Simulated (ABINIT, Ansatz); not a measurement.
# GaN (P6_3mc): one start, several treatments of the self-energy

Aim: compare treatments of exchange, screening and correlation for the gap of GaN (P6_3mc).

Calculated with ABINIT 10.8.3; LDA and many-body steps on it, plane waves.

This is a report of a sequence of runs, with most program output left out.

The database entry behind the starting cell differs from later determinations by our own check (about 0.3 % short, ideal inner coordinate), so it need not match the best structure at ambient conditions.

## (1) The starting structure

The structure is hexagonal, space group P6_3mc (No. 186). The conventional cell has a = 3.180 Å, b = 3.180 Å, c = 5.166 Å, α = 90.00°, β = 90.00°, γ = 120.00°. Nearest to Ga lie 4 N at 1.94 to 1.95 Å. Nearest to N lie 4 Ga at 1.94 to 1.95 Å. Farther neighbours and most contacts between anions are not listed.

The cell and positions come from the Crystallography Open Database and are kept as given unless a step says otherwise.

## (2) Empty states on the mesh, 3×3×2 mesh, 161 bands

This step: ABINIT 10.8.3; DFT, LDA, plane waves, norm-conserving pseudopotentials.

The sums over transitions need many empty states on a uniform mesh; this step solves for them.

Input file run.abi:

```
acell 3*1.0 Angstrom
rprim 
  3.179999999980 0.000000000005 0.000000000000
  -1.589999999994 2.753960784015 0.000000000000
  0.000000000000 0.000000000000 5.166000000000
ntypat 2
znucl 31 7
natom 4
typat 1 1 2 2
xred 
  0.333333333333 0.666666666667 0.000000000000
  0.666666666667 0.333333333333 0.500000000000
  0.333333333333 0.666666666667 0.375000000000
  0.666666666667 0.333333333333 0.875000000000
pp_dirpath "pseudos"
pseudos "Ga.upf, N.upf"
ecut 36
ngkpt 3 3 2
nshiftk 1
shiftk 0 0 0
kptopt 1
chksymbreak 0
irdden 1
istwfk *1
nband 161
prtvol 0
optdriver 6
gwr_task "HDIAGO"
paral_kgb 0
occopt 1
indata_prefix "in"
outdata_prefix "out"
tmpdata_prefix "tmp"
```

On the command line:

```
$ OMP_NUM_THREADS=1 mpirun -n 4 abinit run.abi > log
```

Run time: 42 s. Hardware: 4 MPI ranks of Arm Neoverse V2, shared host; peak memory 2.4 GiB; 2.8 min of CPU time.

Numbers from this step:

```yaml
gap: 2.009 eV
k_of_the_valence_top: 0, 0, 0
k_of_the_conduction_bottom: 0, 0, 0
least_direct_gap: 2.009 eV
k_points_computed: 6
lowest_point_of_the_top_converged_band_above_the_valence_top: 109.3194 eV
```

On this mesh the gap is 2.009 eV.

The density comes from a self-consistent run that is not shown.

## (3) Screening, 3×3×2 mesh, 73 bands, screening to 141.5 eV

The RPA dielectric matrix is built and inverted for each q.

This step: RPA screening on LDA, plane waves, norm-conserving pseudopotentials.

run.abi: that of step 2 with these lines changed.

```diff
@@ -22,10 +22,11 @@
 chksymbreak 0
-irdden 1
 istwfk *1
-nband 161
-prtvol 0
-optdriver 6
-gwr_task "HDIAGO"
-paral_kgb 0
 occopt 1
+irdwfk 1
+optdriver 3
+nband 73
+ecuteps 5.2
+inclvkb 2
+awtr 1
+symchi 1
 indata_prefix "in"
```

Elapsed: 6.6 s, on 4 MPI ranks; peak memory 0.52 GiB; 26 s of CPU time.

This step gave:

```
ε∞ with local fields, on this mesh, along the program's q direction : 9.385
the same without local fields                                       : 10.05
plasma frequency                                                    : 33.12 eV
plane waves in the screening matrix                                 : 161
```

Local fields lower ε∞ by 7 %. On a Γ-centred mesh this coarse the value itself is usually too large, while a short band sum pulls it down.

## (4) G0W0, Godby-Needs plasmon pole

The self-energy is evaluated for the states that the input lists, and the levels follow from it, in one-shot runs by the linearised quasiparticle equation.

This step: G0W0 on LDA, plane waves, norm-conserving pseudopotentials.

run.abi: that of step 3 with these lines changed.

```diff
@@ -25,8 +25,15 @@
 irdwfk 1
-optdriver 3
+optdriver 4
 nband 73
+gwcalctyp 0
+ecutsigx 36
+symsigma 1
+nkptgw 1
+kptgw 
+  0.0000000000 0.0000000000 0.0000000000
+bdgw 
+  17 20
 ecuteps 5.2
-inclvkb 2
-awtr 1
-symchi 1
+irdscr 1
+ppmodel 1
 indata_prefix "in"
```

Elapsed: 2.5 s, on 4 MPI ranks; peak memory 0.12 GiB.

This step gave:

```
G0W0 gap on the points computed              : 2.486 eV
starting gap on the mesh                     : 2.009 eV
k of the valence top                         : 0, 0, 0
k of the conduction bottom                   : 0, 0, 0
Z at the valence top                         : 0.796
Z at the conduction bottom                   : 0.817
least direct G0W0 gap on the computed points : 2.486 eV
```

The gap on the mesh goes from 2.01 eV to 2.49 eV, a correction of +0.48 eV.

## (5) G0W0, Engel-Farid plasmon pole

run.abi: that of step 4 with these lines changed.

```diff
@@ -37,3 +37,3 @@
 irdscr 1
-ppmodel 1
+ppmodel 4
 indata_prefix "in"
```

Elapsed: 2.4 s, on 4 MPI ranks; peak memory 0.12 GiB.

Numbers from this step:

```
G0W0 gap on the points computed              : 2.444 eV
starting gap on the mesh                     : 2.009 eV
k of the valence top                         : 0, 0, 0
k of the conduction bottom                   : 0, 0, 0
Z at the valence top                         : 0.814
Z at the conduction bottom                   : 0.837
least direct G0W0 gap on the computed points : 2.444 eV
```

Against G0W0 in ABINIT (3×3×2 mesh, 73 bands, screening to 141.5 eV, Godby-Needs plasmon pole), the gap moves by −0.042 eV.

## (6) G0W0, Hybertsen-Louie plasmon pole

run.abi: that of step 5 with these lines changed.

```diff
@@ -37,3 +37,3 @@
 irdscr 1
-ppmodel 4
+ppmodel 2
 indata_prefix "in"
```

Run time: 2.5 s. Hardware: 4 MPI ranks; peak memory 0.12 GiB; 9.9 s of CPU time.

This step gave:

| Property | Result |
| --- | --- |
| G0W0 gap on the points computed | 2.534 eV |
| starting gap on the mesh | 2.009 eV |
| k of the valence top | 0, 0, 0 |
| k of the conduction bottom | 0, 0, 0 |
| least direct G0W0 gap on the computed points | 2.534 eV |

Against G0W0 in ABINIT (3×3×2 mesh, 73 bands, screening to 141.5 eV, Godby-Needs plasmon pole), the gap moves by +0.048 eV.

## (7) One-shot COHSEX

This step: one-shot COHSEX on LDA, plane waves, norm-conserving pseudopotentials.

run.abi: that of step 6 with these lines changed.

```diff
@@ -27,3 +27,3 @@
 nband 73
-gwcalctyp 0
+gwcalctyp 7
 ecutsigx 36
@@ -37,3 +37,2 @@
 irdscr 1
-ppmodel 2
 indata_prefix "in"
```

Elapsed: 2.1 s, on 4 MPI ranks; peak memory 0.12 GiB; 8 s of CPU time.

Numbers from this step:

```yaml
quasiparticle_gap_on_the_points_computed: 3.573 eV
starting_gap_on_the_mesh: 2.009 eV
k_of_the_valence_top: 0, 0, 0
k_of_the_conduction_bottom: 0, 0, 0
least_direct_quasiparticle_gap_on_the_computed_points: 3.573 eV
```

Against G0W0 in ABINIT (3×3×2 mesh, 73 bands, screening to 141.5 eV, Godby-Needs plasmon pole), the gap moves by +1.087 eV.

## (8) One-shot Hartree-Fock

This step: one-shot Hartree-Fock on LDA, plane waves, norm-conserving pseudopotentials.

run.abi: that of step 7 with these lines changed.

```diff
@@ -26,4 +26,4 @@
 optdriver 4
-nband 73
-gwcalctyp 7
+nband 22
+gwcalctyp 5
 ecutsigx 36
@@ -35,4 +35,4 @@
   17 20
-ecuteps 5.2
-irdscr 1
+ixc_sigma 40
+fftgw 31
 indata_prefix "in"
```

It took 2.2 s on 4 MPI ranks; peak memory 0.11 GiB.

This step gave:

- quasiparticle gap on the points computed: 9.847 eV
- starting gap on the mesh: 2.009 eV
- k of the valence top: 0, 0, 0
- k of the conduction bottom: 0, 0, 0
- least direct quasiparticle gap on the computed points: 9.847 eV

Against G0W0 in ABINIT (3×3×2 mesh, 73 bands, screening to 141.5 eV, Godby-Needs plasmon pole), the gap moves by +7.361 eV.

## (9) Screening, 3×3×2 mesh, 73 bands, screening to 141.5 eV

This step: RPA screening on LDA, plane waves, norm-conserving pseudopotentials.

run.abi: that of step 8 with these lines changed.

```diff
@@ -25,14 +25,14 @@
 irdwfk 1
-optdriver 4
-nband 22
-gwcalctyp 5
-ecutsigx 36
-symsigma 1
-nkptgw 1
-kptgw 
-  0.0000000000 0.0000000000 0.0000000000
-bdgw 
-  17 20
-ixc_sigma 40
-fftgw 31
+optdriver 3
+nband 73
+ecuteps 5.2
+inclvkb 2
+awtr 1
+symchi 1
+gwcalctyp 2
+nfreqre 16
+freqremax 40 eV
+nfreqim 8
+spmeth 1
+nomegasf 120
 indata_prefix "in"
```

The job ended after 8.8 s (4 MPI ranks; peak memory 0.67 GiB).

Numbers from this step:

* ε∞ with local fields, on this mesh, along the program's q direction: 9.551
* the same without local fields: 10.24
* plasma frequency: 33.12 eV
* plane waves in the screening matrix: 161

## (10) G0W0, contour deformation

This step: G0W0 on LDA, plane waves, norm-conserving pseudopotentials.

run.abi: that of step 9 with these lines changed.

```diff
@@ -25,14 +25,14 @@
 irdwfk 1
-optdriver 3
+optdriver 4
 nband 73
+gwcalctyp 2
+ecutsigx 36
+symsigma 1
+nkptgw 1
+kptgw 
+  0.0000000000 0.0000000000 0.0000000000
+bdgw 
+  17 20
 ecuteps 5.2
-inclvkb 2
-awtr 1
-symchi 1
-gwcalctyp 2
-nfreqre 16
-freqremax 40 eV
-nfreqim 8
-spmeth 1
-nomegasf 120
+irdscr 1
 indata_prefix "in"
```

Run time: 2.5 s. Hardware: 4 MPI ranks; peak memory 0.18 GiB; 9.5 s of CPU time.

This step gave:

- G0W0 gap on the points computed: 2.518 eV
- starting gap on the mesh: 2.009 eV
- k of the valence top: 0, 0, 0
- k of the conduction bottom: 0, 0, 0
- least direct G0W0 gap on the computed points: 2.518 eV

Against G0W0 in ABINIT (3×3×2 mesh, 73 bands, screening to 141.5 eV, Godby-Needs plasmon pole), the gap moves by +0.032 eV.

## (11) The runs together

Times are wall times on 4 MPI ranks of Arm Neoverse V2, shared host, good to a factor of about two. A run's time includes the screening step that it read.

| run | mesh | bands | screening cutoff (eV) | DFT gap (eV) | gap on the mesh (eV) | direct (eV) | ε∞ used | time |
| --- | --- | --- | --- | --- | --- | --- | --- | --- |
| G0W0, Godby-Needs plasmon pole | 3×3×2 | 73 | 141.5 | 2.009 | 2.486 | 2.486 | 9.39 | 9.2 s |
| G0W0, Engel-Farid plasmon pole | 3×3×2 | 73 | 141.5 | 2.009 | 2.444 | 2.444 | 9.39 | 9 s |
| G0W0, Hybertsen-Louie plasmon pole | 3×3×2 | 73 | 141.5 | 2.009 | 2.534 | 2.534 | 9.39 | 9.2 s |
| one-shot COHSEX | 3×3×2 | 73 | 141.5 | 2.009 | 3.573 | 3.573 | 9.39 | 8.7 s |
| one-shot Hartree-Fock | 3×3×2 | - | - | 2.009 | 9.847 | 9.847 | - | 2.2 s |
| G0W0, contour deformation | 3×3×2 | 73 | 141.5 | 2.009 | 2.518 | 2.518 | 9.55 | 11 s |

## (12) Outcome

| Item | Value |
| --- | --- |
| G0W0, Godby-Needs plasmon pole | 2.486 eV |
| G0W0, Engel-Farid plasmon pole | 2.444 eV |
| G0W0, Hybertsen-Louie plasmon pole | 2.534 eV |
| one-shot COHSEX | 3.573 eV |
| one-shot Hartree-Fock | 9.847 eV |
| G0W0, contour deformation | 2.518 eV |
| known limits | not at the basis limit; exchange with frozen shells missing; no spin-orbit coupling; coarse k mesh |

**Reading.** G0W0, Engel-Farid plasmon pole: −0.042 eV against G0W0, Godby-Needs plasmon pole. G0W0, Hybertsen-Louie plasmon pole: +0.048 eV against G0W0, Godby-Needs plasmon pole. One-shot COHSEX: +1.087 eV against G0W0, Godby-Needs plasmon pole. One-shot Hartree-Fock: +7.361 eV against G0W0, Godby-Needs plasmon pole. G0W0, contour deformation: +0.032 eV against G0W0, Godby-Needs plasmon pole. Bare exchange alone opens the gap to 9.85 eV; against G0W0, correlation takes back 7.36 eV. Static COHSEX lies above G0W0: it lacks the factor Z and overstates the Coulomb hole of the filled states. Bands and cutoff are finite, so the gap is not at the basis limit. The miss can reach some tenths of an eV and take either sign; the mesh is an error of its own. In the G0W0 runs levels were corrected at 1 k point alone, so a gap called «on the mesh» is the least over those, and an edge elsewhere would be missed. The 3×3×2 mesh is coarse for this cell, which bears on the long-range parts of exchange and screening. The norm-conserving file of at least one element keeps a d shell over frozen s and p shells of the same row. Exchange with those shells is missing from the self-energy, an error of 0.3 to 0.9 eV in cases checked, whose sign depends on which edge lies on those atoms. The many-body steps are scalar-relativistic: spin-orbit coupling is not in them.

[Paths, hosts, dates, memory and timing lines, banners, echoed tables and standing remarks are left out of the program output.]

[Logs are printed without paths, hosts, clocks, repeated set-up lines and the standing remarks that a program may print on its own settings, such as how far it seeks lower states.]

[Runs of the session that timed out or met a known fault of the program may be left out.]

[Hosts, paths, dates, database ids (printed as entryN), source tags and the programs' standing remarks are cut or masked in the printed files.]

[G0W0 gaps are taken among the corrected bands and points alone; a level outside them can change the order at an edge.]

[Where Ansatz stands beside ABINIT at settings called matched, ABINIT's density can come from a denser mesh and the files from another edition; pairs whose starting gaps differed by over 0.03 eV were left out, so agreement reads better than it is.]
